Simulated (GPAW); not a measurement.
The O K edge of atom 3 in TiO2 (Rutile, P4_2/mnm), with 2 Ti at 1.95 Å and 1 Ti at 1.98 Å (distorted trigonal planar, site symmetry m2m), was computed in 2 ways: full core hole (charged cell) and no core hole. Program and functional: GPAW, PBE, Gaussian full width 0.9 eV up to 4 eV, rising linearly to 3.5 eV at 25 eV; cells of 6 and 12 atoms (the run without a hole in the smaller).

Each run is counted from its own lowest empty level or Fermi level and scaled to a mean of 1 over its first 20 eV.

```
E (eV)  run 1  run 2
  -2.0   0.00   0.00
  -1.0   0.00   0.00
   0.0   0.43   0.29
   1.0   1.74   1.80
   2.0   0.46   1.56
   3.0   1.27   0.53
   4.0   2.21   1.88
   5.0   0.57   1.94
   6.0   0.05   0.18
   7.0   0.09   0.09
   8.0   0.34   0.30
   9.0   0.88   0.67
  10.0   1.28   0.89
  11.0   1.24   0.83
  12.0   1.47   1.11
  13.0   1.76   1.49
  14.0   1.62   1.46
  15.0   1.41   1.33
  16.0   1.23   1.36
  17.0   0.83   1.08
  18.0   0.51   0.64
  19.0   0.40   0.42
  20.0   0.45   0.41
  21.0   0.57   0.49
  22.0   0.71   0.58
  23.0   0.82   0.66
  24.0   0.86   0.72
  25.0   0.82   0.71
  26.0   0.74   0.65
  27.0   0.65   0.58
  28.0   0.59   0.50
  29.0   0.59   0.46
  30.0   0.65   0.47
  31.0   0.72   0.49
  32.0   0.79   0.50
```

Question: Which run is which?

Run 1: full core hole (charged cell) (area from −2 to 6 eV 6.8, main maxima 0.9 eV (1.76), 3.7 eV (2.38), 10.2 eV (1.29) and 13.2 eV (1.76)). Run 2: no core hole (area from −2 to 6 eV 8.1, main maxima 1.4 eV (2.08), 4.5 eV (2.49), 9.9 eV (0.89) and 13.4 eV (1.53)). With each curve scaled to its own mean, the area from −2 to 6 eV with the hole is 6.8 against 8.1, and the centre of weight from −1 to 20 eV moves by +0.3 eV (first and strongest maxima below 20 eV: 1.4 eV (2.08), 4.5 eV (2.49) and 13.4 eV (1.53) without the hole, 0.9 eV (1.76), 3.7 eV (2.38) and 13.2 eV (1.76) with it): the weight at the onset falls, probably as the absorber's own filled states drop away from the neighbours' empty ones and mix less with them.

[Banner, clock and machine lines of the logs are left out without a mark of their own.]

[Logs are printed without paths, hosts, clocks, repeated set-up lines and the standing remarks that a program may print on its own settings, such as how far it seeks lower states.]

[Hosts, paths, dates, database ids (printed as entryN), source tags and the programs' standing remarks are cut or masked in the printed files.]

[Lists of maxima count a maximum above −3 eV only where it reaches 4 % of the highest in the window and stands out from its surroundings by 2 % of it (1.5 % where it reaches 55 %); shoulders and weaker maxima are passed over, and of the rest the first, up to two pre-edge ones and the few strongest are named.]
